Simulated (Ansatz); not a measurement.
Records of electronic-structure calculations. Some values are withheld and marked by numbers in brackets.

```json
{"subject": "A low-energy model for TiNCl (Pmmn): bands, U and J", "lattice_ang": [[0.0, 2.3038, 2.3038], [-3.937, 0.0, 0.0], [-0.0, -5.5176, 5.5176]], "atoms": [["Ti", 0.0, 0.5, 0.1], ["Ti", 0.5, 0.0, 0.9], ["N", 0.5, 0.5, 0.95], ["N", 0.0, 0.0, 0.05], ["Cl", 0.5, 0.5, 0.33], ["Cl", 0.0, 0.0, 0.67]], "method": "DFT, LDA, plane waves, PAW (and 1 further level or step)", "program": "Ansatz 0.2.0", "settings_of_one_run": "cutoff 420 eV, 12×8×4 k-mesh, smearing width 0.08 eV, default PAW, coordination {\"Ti\": \"octahedral\"}, magnetic state non-magnetic by constraint, PAW set soft 2", "cost": "3 runs, 15 min in all on 4 threads of Arm Neoverse V2, shared host (the runs of this entry)", "notes": "The cell and positions come from the Crystallography Open Database and are kept as given unless a step says otherwise.", "results": {"ti_t2g": "U 2.22 eV, U′ 1.55 eV, J 0.32 eV, bare V 13.3 eV", "ti_d": "[1]", "method": "constrained RPA on non-magnetic LDA, 6×4×2 mesh, static"}}
```

**Question.** What are the withheld values?

[1] Ti d (TiNCl): U 2.40 eV, U′ 1.70 eV, J 0.32 eV, bare V 14.2 eV. With the window Ti d U becomes 2.40 eV and the bare V 14.20 eV, so U/V goes from 0.17 to 0.17; the change follows the shape of the functions more than the screening.

[Paths, hosts, dates, memory and timing lines, banners, echoed tables and standing remarks are left out of the program output.]

[Logs are printed without paths, hosts, clocks, repeated set-up lines and the standing remarks that a program may print on its own settings, such as how far it seeks lower states.]

[Runs of the session that timed out or met a known fault of the program may be left out.]

[Hosts, paths, dates, database ids (printed as entryN), source tags and the programs' standing remarks are cut or masked in the printed files.]
